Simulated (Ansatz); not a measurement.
# FeAs2 (Lollingite): spin-orbit coupling beyond the local functionals

Wanted: gaps of FeAs2 (Lollingite) with and without spin-orbit coupling, with cost.

Main program and level: Ansatz 0.2.0; density functionals with and without spin-orbit coupling, plane waves, PAW.

**The experiments to reproduce.**

- Gap 200 meV: transport activation gap from resistivity above 200 K; electrical resistivity, thermal activation fit; bulk crystal (single crystal grown by chemical vapor transport) (“Highly Dispersive Electron Relaxation and Colossal Thermoelectricity in the Correlated Semiconductor FeSb2”, 2013, arxiv:1309.3048).

- Gap 0.2 eV: transport gap from activated resistivity above 200 K, current along a; electrical resistivity, Arrhenius fit; bulk crystal (single crystal grown by chemical vapor transport) (“Huge Thermoelectric Power Factor: FeSb2 versus FeAs2 and RuSb2”, 2009, arxiv:0910.0784).

## (1) Set-up

The structure is orthorhombic, space group Pnnm (No. 58). Conventional cell: a = 5.301 Å, b = 5.986 Å, c = 2.882 Å, α = 90.00°, β = 90.00°, γ = 90.00°. Fe has 6 As at 2.36 to 2.39 Å nearest. Nearest to As lie 3 Fe at 2.36 to 2.39 Å and 1 As at 2.49 Å. Farther neighbours, and contacts between anions beyond the nearest, are not listed.

The cell and positions come from the Crystallography Open Database and are kept as given unless a step says otherwise. The default PAW set here is soft_2. Its files were made with PBE.

## (2) HSE06, 2×2×4 mesh

This step: DFT, HSE06, plane waves, PAW.

Contents of input.yaml:

```yaml
crystal:
  lattice:
    - [5.3012, 0.0, 0.0]
    - [0.0, 5.9858, 0.0]
    - [0.0, 0.0, 2.8822]
  atoms:
    - { symbol: Fe, position: [0.0, 0.0, 0.0] }
    - { symbol: Fe, position: [0.5, 0.5, 0.5] }
    - { symbol: As, position: [0.1763, 0.3624, 0.0] }
    - { symbol: As, position: [0.8237, 0.6376, 0.0] }
    - { symbol: As, position: [0.6763, 0.1376, 0.5] }
    - { symbol: As, position: [0.3237, 0.8624, 0.5] }
kpoints:
  mp_grid: { grid: [2, 2, 4] }
  band_path:
    path:
      - [0.0, 0.0, 0.0]
      - [0.5, 0.0, 0.0]
      - [0.5, 0.5, 0.0]
      - [0.0, 0.5, 0.0]
      - [0.0, 0.0, 0.5]
      - [0.5, 0.0, 0.5]
      - [0.5, 0.5, 0.5]
      - [0.0, 0.5, 0.5]
      - [0.0, 0.5, 0.2]
      - [0.0, 0.0, 0.3]
      - [0.0, 0.25, 0.25]
    npoints: 1
hamiltonian:
  xc: hse06
scf:
  occupations: { method: fixed }
  n_extra_bands: 6
output:
  eigenvalues: true
  write_density: true
  write_potential: true
  elf: true
  volumetric_format: npy
```

The run is started by

```bash
$ ansatz run input.yaml --threads 3 --pin off --max-ram 92160MiB --backend cuda --events-out ev --progress --plain --runs-dir out --devices 1 --max-vram 13GiB
```

The log of the run:

```text
scf.n_extra_bands = 6 over 46 filled bands (N_el = 92.0): the run solves 52 bands
exact exchange: scf.exx.singularity resolves to wigner_seitz, which cuts the screened interaction at the faces of the exchange supercell's Wigner-Seitz cell, so that each pair interacts once, at the shortest of its separations (the periodic images that this leaves out come, for a point-like exchange hole, to about 0.002 eV on a filled level). The cut falls within the interaction's reach, and what an exchange supercel [...]
GPUs: using 1 of 1 available (devices: 1).
Engine: ansatz 0.2.0, x86_64-unknown-linux-gnu
Pseudopotentials: kind: paw
Pseudopotential: Fe, paw, valence charge 16, recommended cutoff 420 eV (normal), Fe.paw.azcp
Pseudopotential: As, paw, valence charge 15, recommended cutoff 420 eV (normal), As.paw.azcp
Functional definition: HSE06
  parameter a = 0.25
  parameter omega = 0.11/bohr
  exchange = pbe_x - a*pbe_x_sr(omega) + a*exact_x_sr(omega)
  correlation = pbe_c
davidson cushion auto → on  (no smearing: the cushion is to keep the highest requested band from converging to the state above it; pin scf.eigensolver.cushion to override)
device memory: the entry about to start is reckoned to put 1.8 GiB on a device that reports 40.5 GiB free (of which the cap on the GPU budget leaves the run 13.0 GiB)
GPU FFT provider: cuFFT
GPU libraries: cuBLAS 13.8.2, cuFFT 12.4.0, cuSOLVER 12.3.4
Crystal: 6 atoms, lattice volume = 91.458 Å³
Basis set: ecut = 420 eV, 1781 PW (Γ)
Bands: 52, of which v1, the nominal top of the filled ones, is band 46 counted from 1 (45 counted from 0)
Symmetry: 8 space group operations
Space group: Pnnm (ITA 58), of the structure as read, at distance tolerance 4.5e-5 Å
k-points: 12 of 16
Non-local potential: Fe, projectors of the file, l = 0: 3, l = 1: 2, l = 2: 3, l = 3: 1
Non-local potential: As, projectors of the file, l = 0: 2, l = 1: 2, l = 2: 3, l = 3: 1
PAW form: soft (Blöchl's): semilocal exchange-correlation on the pseudo side does not see the compensation charge
PAW frozen core: Fe, regenerated for the run's functional, and the local potential with it (the file was generated under x = pbe(κ = 0.804, μ = 0.219515), c = pbe(β = 0.066725))
PAW frozen core: As, regenerated for the run's functional, and the local potential with it (the file was generated under x = pbe(κ = 0.804, μ = 0.219515), c = pbe(β = 0.066725))
PAW one-centre angular grid: Fe, 590 points (default); XC on 64 Gauss nodes
PAW one-centre angular grid: As, 590 points (default); XC on 64 Gauss nodes
Initial density: superposition of atomic densities (neutral atoms: chi_scale 0, normalization atom), corrected by the library's trained network
Initial wavefunctions: pseudopotential atomic-orbital guess
GPU buffer pool allocated for 32400 grid points (all kernels)
[...]
SCF iter   1: F=—  HF=-28386.895360 eV  |F-HF|=—  |Δ(HF+E_count)|=         —  Δρ=6.59e-4  dr2=3.79e-4  ethr=9.58e-6  ⟨swp⟩=3.0  Hψ=1483  notcnv=0
preconditioner: auto → none  [insulator: Δε(μ)=1.321 eV  Ē_g=8.043 eV  n_scr=38 (ndim 8)  ℏωp=23.3 eV  f_vac=0.000]
SCF iter   2: F=—  HF=-28386.895624 eV  |F-HF|=—  |Δ(HF+E_count)|=   2.64e-4  Δρ=1.55e-3  dr2=2.29e-3  ethr=4.00e-7  ⟨swp⟩=4.0  Hψ=1860  notcnv=0
iter 3 solved again at ethr=3.40e-9 eV; its pass at ethr=4.00e-7 eV (dr2=3.13e-6 eV) is discarded
SCF iter   3: F=—  HF=-28386.895360 eV  |F-HF|=—  |Δ(HF+E_count)|=   2.64e-4  Δρ=1.07e-4  dr2=3.30e-6  ethr=3.40e-9  ⟨swp⟩=3.8  Hψ=3302  notcnv=0
SCF iter   4: F=—  HF=-28386.895359 eV  |F-HF|=—  |Δ(HF+E_count)|=   5.28e-7  Δρ=3.99e-5  dr2=8.38e-7  ethr=3.40e-9  ⟨swp⟩=3.2  Hψ=1418  notcnv=0  defer=2
SCF iter   5: F=-28386.895359 eV  HF=-28386.895359 eV  |F-HF|=2.09e-8  |Δ(HF+E_count)|=   1.30e-7  Δρ=4.50e-6  dr2=1.93e-8  ethr=8.91e-10  ⟨swp⟩=3.1  Hψ=1413  notcnv=0  defer=4
SCF 3 converged in 5 iterations: F = -28386.895359 eV  dr2 = 1.93e-8
hybrid outer 2: dexx = +2.005e-5 eV, tail = 9.80e-7 eV, Δε = 2.18e-2 eV (about 9.19e-4 eV left of the loop's levels)
the search or the solves at the SCF's close seem to have found levels that the self-consistency loop had missed (the run counts 1). By its estimate they hold under 1e-12 electrons; where the run keeps them, the occupations were computed again with them
device memory: the entry about to start is reckoned to put 0.7 GiB on a device that reports 64.5 GiB free (of which the cap on the GPU budget leaves the run 13.0 GiB)
NSCF: frozen V_eff on 11 k-points
hybrid SCF converged: 2 outer / 12 inner (+5 warm-up), last move |dexx| = 2.01e-5 eV, tail = 9.80e-7 eV
Stability not checked: this state was not tested for a lower state beside it, because the functional holds exact exchange (a hybrid, or Hartree-Fock), whose exchange loop this test does not read (fock_operator; see scf.lower_state_search)
Free energy (F): -28386.895362 eV
Frozen-core exchange: fock
Harris-Foulkes:  -28386.895362 eV  (|F-HF|=2.09e-8)
Internal energy: -28386.895362 eV  (E = F + TS)
E sigma→0 (E₀):  -28386.895362 eV
Fermi energy:    13.860476 eV
--- Per-component energies (eV) ---
  E_band       = -1470.980164
  E_kinetic    = 1125.424929
  E_local      = -10498.404283  (includes V_loc(G=0)·N_el)
  E_nonlocal   = -2252.036757
  E_hartree    = 5361.484588
  E_xc         = -449.089008
  E_vxc        = -501.555973  (∫ρ·V_xc dr)
  E_exx        = -391.458963  (= α·E_x^exact, valence–valence)
  E_paw        = -9787.492345  (= ΣΔE_a)
  E_vpaw       = 715.535761  (= ΣTr[D̂ρ^β])
  E_aug_tail   = 0.001630  (compensation charges beyond the density's cutoff)
  E_ewald      = -11491.876738
  E_core_change = -3.448415  (= ΣΔE_core)
  E_smearing   = -0.000000  (= −TS)
  E_closure    = -0.000000  (closes the sum)
  Σ components = -28386.895362   (vs F -28386.895362, Δ=0.00e0)
--- Band table (eV; the first three rows and the last of 12) ---
  k-point 0: bands = [... 42 lower, 12.8630, 12.9067, 13.1010, 13.4022, 16.6526, 17.3678, 19.2179, 19.8638, ... 2 higher]
  k-point 1: bands = [... 42 lower, 12.5742, 12.8424, 12.8492, 13.2929, 15.1868, 15.9686, 16.7198, 17.0507, ... 2 higher]
  k-point 2: bands = [... 42 lower, 12.3835, 12.3835, 13.0261, 13.0261, 15.6942, 15.6942, 17.1938, 17.1938, ... 2 higher]
  k-point 11: bands = [... 42 lower, 12.3659, 12.3659, 13.8605, 13.8605, 15.8992, 15.8992, 17.6984, 17.6984, ... 2 higher]
```

Elapsed: 22 s, on 1 × NVIDIA H100 80GB HBM3 (shared by 6 runs) with 3 threads of AMD EPYC 7R13 (Zen 3), shared host; peak memory 1.2 GiB; 27 s of CPU time.

The column dr2 measures how far the density is from self-consistency, as an energy; F and HF (Harris–Foulkes) agree once it is small.

Numbers from this step:

```
gap                     : 1.326 eV
valence top at          : R
conduction bottom at    : k = (0.000, 0.000, 0.250)
least direct gap        : 1.683 eV
exact-exchange fraction : 0.25
```

The gap is indirect, with the least direct gap 0.36 eV higher.

## (3) HSE06+SOC, 2×2×4 mesh

The many-body steps leave out spin-orbit coupling, so its effect is taken from a two-component run, with twice the bands.

This step: DFT, HSE06 with spin-orbit coupling, plane waves, PAW.

Changes to input.yaml since step 2:

```diff
@@ -31,4 +31,7 @@
 scf:
-  occupations: { method: fixed }
-  n_extra_bands: 6
+  occupations: { method: fermi_dirac, width: 0.02 }
+  n_extra_bands: 12
+magnetization:
+  noncollinear: true
+  spin_orbit: true
 output:
```

The log of the run:

```text
[...]
GPUs: using 1 of 1 available (devices: 1).
[...]
non-collinear run that drives no moment, with spin-orbit: no starting moment large enough to seed its density (crystal.atoms[].spin), no starting occupations that ask for one, no magnetisation constraint and no magnetic field, so the semilocal B_xc is pinned to zero
[...]
GPU FFT provider: cuFFT
GPU libraries: cuBLAS 13.8.2, cuFFT 12.4.0, cuSOLVER 12.3.4
Crystal: 6 atoms, lattice volume = 91.458 Å³
Basis set: ecut = 420 eV, 1781 PW (Γ)
Bands: 104, of which v1, the nominal top of the filled ones, is band 92 counted from 1 (91 counted from 0)
Symmetry: 8 space group operations + 8 with time reversal
[...]
k-points: 12 of 16
Projection manifold: j_resolved (fully-relativistic pseudo-atomic orbitals)
[...]
GPU buffer pool allocated for 32400 grid points (all kernels)
[...]
SCF iter   1: F=—  HF=-28397.777602 eV  |F-HF|=—  |Δ(HF+E_count)|=         —  Δρ=2.99e-1  dr2=1.05e2  dr2_m=0.00e0 (ungated)  ethr=1.00e-1  |M|=0.00e0 ∫|m|=0.00e0 μB  |m|>n=0.0e0 m-floor=0.0e0 τ_xc=0.0e0  β_m=0.30  ⟨swp⟩=3.5  Hψ=4058  notcnv=0
[...]
SCF iter   2: F=—  HF=-28433.202991 eV  |F-HF|=—  |Δ(HF+E_count)|=    3.54e1  Δρ=6.44e-1  dr2=4.09e2  dr2_m=0.00e0 (ungated)  ethr=1.00e-1  |M|=0.00e0 ∫|m|=0.00e0 μB  |m|>n=0.0e0 m-floor=0.0e0 τ_xc=0.0e0  β_m=0.20  ⟨swp⟩=5.9  Hψ=3450  notcnv=0  recentre
[...]
spin=Noncollinear: Kerker preconditioning applied to the charge; magnetization (m_x, m_y, m_z) channels mix plain (no charge-response kernel on spin).
[...]
SCF iter  11: F=-28387.885972 eV  HF=-28387.885976 eV  |F-HF|=4.07e-6  |Δ(HF+E_count)|=   2.97e-6  Δρ=7.34e-5  dr2=3.40e-6  dr2_m=0.00e0 (ungated)  ethr=2.56e-7  |M|=0.00e0 ∫|m|=0.00e0 μB  |m|>n=0.0e0 m-floor=0.0e0 τ_xc=0.0e0  ⟨swp⟩=3.8  Hψ=2858  notcnv=0
SCF 1 stopped early in 11 iterations: F = -28387.885972 eV  dr2 = 3.40e-6
[...]
GPU FFT provider: cuFFT
GPU libraries: cuBLAS 13.8.2, cuFFT 12.4.0, cuSOLVER 12.3.4
Projection manifold: j_resolved (fully-relativistic pseudo-atomic orbitals)
[...]
GPU buffer pool allocated for 32400 grid points (all kernels)
[...]
Frozen-core exchange: fock
SCF iter   1: F=—  HF=-28383.464923 eV  |F-HF|=—  |Δ(HF+E_count)|=         —  Δρ=1.59e-2  dr2=8.90e-2  dr2_m=0.00e0 (ungated)  ethr=3.70e-8  |M|=0.00e0 ∫|m|=0.00e0 μB  |m|>n=0.0e0 m-floor=0.0e0 τ_xc=0.0e0  β_m=0.30  ⟨swp⟩=7.8  Hψ=6793  notcnv=0
[...]
SCF iter   9: F=-28383.631871 eV  HF=-28383.631946 eV  |F-HF|=7.53e-5  |Δ(HF+E_count)|=   1.11e-3  Δρ=5.75e-4  dr2=9.50e-5  dr2_m=0.00e0 (ungated)  ethr=1.65e-8  |M|=0.00e0 ∫|m|=0.00e0 μB  |m|>n=0.0e0 m-floor=0.0e0 τ_xc=0.0e0  ⟨swp⟩=6.0  Hψ=5654  notcnv=0
SCF 2 stopped early in 9 iterations: F = -28383.631871 eV  dr2 = 9.50e-5
[...]
hybrid outer 1: dexx = +3.755e-1 eV, tail = 1.81e-3 eV
GPU FFT provider: cuFFT
GPU libraries: cuBLAS 13.8.2, cuFFT 12.4.0, cuSOLVER 12.3.4
Projection manifold: j_resolved (fully-relativistic pseudo-atomic orbitals)
GPU buffer pool allocated for 32400 grid points (all kernels)
[...]
Frozen-core exchange: fock
SCF iter   1: F=—  HF=-28383.634316 eV  |F-HF|=—  |Δ(HF+E_count)|=         —  Δρ=2.06e-4  dr2=1.52e-5  dr2_m=0.00e0 (ungated)  ethr=9.86e-6  |M|=0.00e0 ∫|m|=0.00e0 μB  |m|>n=0.0e0 m-floor=0.0e0 τ_xc=0.0e0  β_m=0.30  ⟨swp⟩=4.1  Hψ=2758  notcnv=0
[...]
SCF iter   7: F=-28383.634357 eV  HF=-28383.634357 eV  |F-HF|=3.06e-9  |Δ(HF+E_count)|=   1.47e-8  Δρ=2.37e-6  dr2=6.09e-9  dr2_m=0.00e0 (ungated)  ethr=5.28e-12 (applied; sched 2.71e-12)  |M|=0.00e0 ∫|m|=0.00e0 μB  |m|>n=0.0e0 m-floor=0.0e0 τ_xc=0.0e0  ⟨swp⟩=4.8  Hψ=5932  notcnv=0  defer=1
SCF 3 converged in 7 iterations: F = -28383.634357 eV  dr2 = 6.09e-9
[...]
GPU FFT provider: cuFFT
GPU libraries: cuBLAS 13.8.2, cuFFT 12.4.0, cuSOLVER 12.3.4
Projection manifold: j_resolved (fully-relativistic pseudo-atomic orbitals)
GPU buffer pool allocated for 32400 grid points (all kernels)
[...]
Frozen-core exchange: fock
[...]
SCF 4 converged in 2 iterations: F = -28383.634361 eV  dr2 = 2.35e-8
[...]
NSCF: frozen V_eff on 11 k-points
[...]
Magnetization: |M| = 0.0000 μB,  M = (+0.0000, +0.0000, +0.0000) μB
Absolute magnetization: 0.0000 μB (∫|m|)
  site 0: m = (+0.0000, +0.0000, +0.0000) μB, |m| = 0.0000 μB  (R = 0.97 Å)
  site 1: m = (+0.0000, +0.0000, +0.0000) μB, |m| = 0.0000 μB  (R = 0.97 Å)
  site 2: m = (+0.0000, +0.0000, +0.0000) μB, |m| = 0.0000 μB  (R = 0.97 Å)
  site 3: m = (+0.0000, +0.0000, +0.0000) μB, |m| = 0.0000 μB  (R = 0.97 Å)
  site 4: m = (+0.0000, +0.0000, +0.0000) μB, |m| = 0.0000 μB  (R = 0.97 Å)
  site 5: m = (+0.0000, +0.0000, +0.0000) μB, |m| = 0.0000 μB  (R = 0.97 Å)
Free energy (F): -28383.634361 eV
Frozen-core exchange: fock
[...]
Internal energy: -28383.634361 eV  (E = F + TS)
E sigma→0 (E₀):  -28383.634361 eV
Fermi energy:    14.525885 eV
[...]
--- Band table (eV; the first three rows and the last of 12) ---
  k-point 0: bands = [... 88 lower, 13.1344, 13.1344, 13.4299, 13.4299, 16.6559, 16.6559, 17.3659, 17.3659, ... 8 higher]
  k-point 1: bands = [... 88 lower, 12.8635, 12.8635, 13.3134, 13.3134, 15.1934, 15.1934, 15.9619, 15.9619, ... 8 higher]
  k-point 2: bands = [... 88 lower, 13.0335, 13.0335, 13.0335, 13.0335, 15.6890, 15.6890, 15.6890, 15.6890, ... 8 higher]
  k-point 11: bands = [... 88 lower, 13.8584, 13.8584, 13.8584, 13.8584, 15.9028, 15.9028, 15.9028, 15.9028, ... 8 higher]
```

Wall time 93 s (1 × NVIDIA H100 80GB HBM3 (shared by 6 runs) with 3 threads); peak memory 1.8 GiB; 2.9 min of CPU time.

Read from the output:

```
gap                     : 1.335 eV
valence top at          : R
conduction bottom at    : k = (0.000, 0.000, 0.250)
least direct gap        : 1.683 eV
exact-exchange fraction : 0.25
```

The gap stands +0.01 eV against HSE06.

## (4) Together

Times are wall times on 1 × NVIDIA H100 80GB HBM3 (shared by 6 runs) with 3 threads of AMD EPYC 7R13 (Zen 3), shared host, good to a factor of about two.

```
level  gap (eV)  with coupling (eV)  change (eV)  time  with coupling
HSE06      1.33                1.33        +0.01  22 s           93 s
```

## (5) Results

```
HSE06     : 1.33 eV
HSE06+SOC : 1.33 eV
```

Spin-orbit coupling changes the gap by +0.01 eV and the least direct gap by −0.0001 eV. Against experiment, by HSE06+SOC: the gap of 1.33 eV lies +1.13 eV from the measured 200 meV (transport, 2013); the gap of 1.33 eV lies +1.13 eV from the measured 0.2 eV (transport, 2009). The lattice is static and excitons are left out. The runs have no spin polarisation. For a closed low-spin shell that is the natural state; where a d or f shell is open it is a constraint, and the gap is then not the crystal's own.

[Long decimals in the printed logs are rounded to 6 places.]

[Logs are printed without paths, hosts, clocks, repeated set-up lines and the standing remarks that a program may print on its own settings, such as how far it seeks lower states.]

[Paths, hosts, dates, memory and timing lines, banners, echoed tables and standing remarks are left out of the program output; an Ansatz launch command may be rebuilt from the run's recorded settings. Measured values are a selection of at most five: reports struck by readers or far from the other reports are left out. None is set beside runs whose start may be inverted or whose files or cutoffs have a known fault.]

[Runs of the session that timed out or met a known fault of the program may be left out.]

[Cells called generated may have been cut or substituted from an entry of the Crystallography Open Database or the Materials Project.]

[Hosts, paths, dates, database ids (printed as entryN), source tags and the programs' standing remarks are cut or masked in the printed files.]

[Where the starting crystal was built by hand or by swapping elements, it need not be the compound's stable phase.]
